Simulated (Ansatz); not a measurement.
Planning a run of Ansatz 0.2.0 on CsCu2I3 (Cmcm). The input:

```yaml
crystal:
  lattice:
    - [5.27395, -6.58625, 0.0]
    - [5.27395, 6.58625, 0.0]
    - [0.0, 0.0, 6.09718]
  atoms:
    - { symbol: Cs, position: [0.3278, 0.6722, 0.25] }
    - { symbol: Cs, position: [0.6722, 0.3278, 0.75] }
    - { symbol: Cu, position: [0.851, 0.851, 0.0] }
    - { symbol: Cu, position: [0.149, 0.149, 0.5] }
    - { symbol: Cu, position: [0.149, 0.149, 0.0] }
    - { symbol: Cu, position: [0.851, 0.851, 0.5] }
    - { symbol: I, position: [0.8796, 0.1204, 0.25] }
    - { symbol: I, position: [0.1204, 0.8796, 0.75] }
    - { symbol: I, position: [0.836, 0.598, 0.25] }
    - { symbol: I, position: [0.164, 0.402, 0.75] }
    - { symbol: I, position: [0.598, 0.836, 0.75] }
    - { symbol: I, position: [0.402, 0.164, 0.25] }
kpoints:
  mp_grid: { grid: [4, 4, 4] }
hamiltonian:
  xc: r2scan
scf:
  occupations: { method: fixed }
  n_extra_bands: 158
output:
  optics: { e_range: [0, 15], de: 0.05, sigma: 0.15, scissors: 0.858 }
```

```sh
ansatz run input.yaml --threads 2 --pin off --max-ram 73728MiB --backend cuda --events-out ev --progress --plain --runs-dir out --devices 1 --max-vram 13GiB
```

Question: Estimate wall time and host memory on 1 × NVIDIA H100 80GB HBM3 (shared by 6 runs) with 2 threads of AMD EPYC 7R13 (Zen 3), shared host.

It took 4.6 min; on shared hardware allow 2.3 min to 9.1 min. Peak host memory was 8.0 GiB.

[Paths, hosts, dates, memory and timing lines, banners, echoed tables and standing remarks are left out of the program output.]

[Logs are printed without paths, hosts, clocks, repeated set-up lines and the standing remarks that a program may print on its own settings, such as how far it seeks lower states.]

[Runs of the session that timed out or met a known fault of the program may be left out.]

[Cells called generated may have been cut or substituted from an entry of the Crystallography Open Database or the Materials Project.]

[Hosts, paths, dates, database ids (printed as entryN), source tags and the programs' standing remarks are cut or masked in the printed files.]
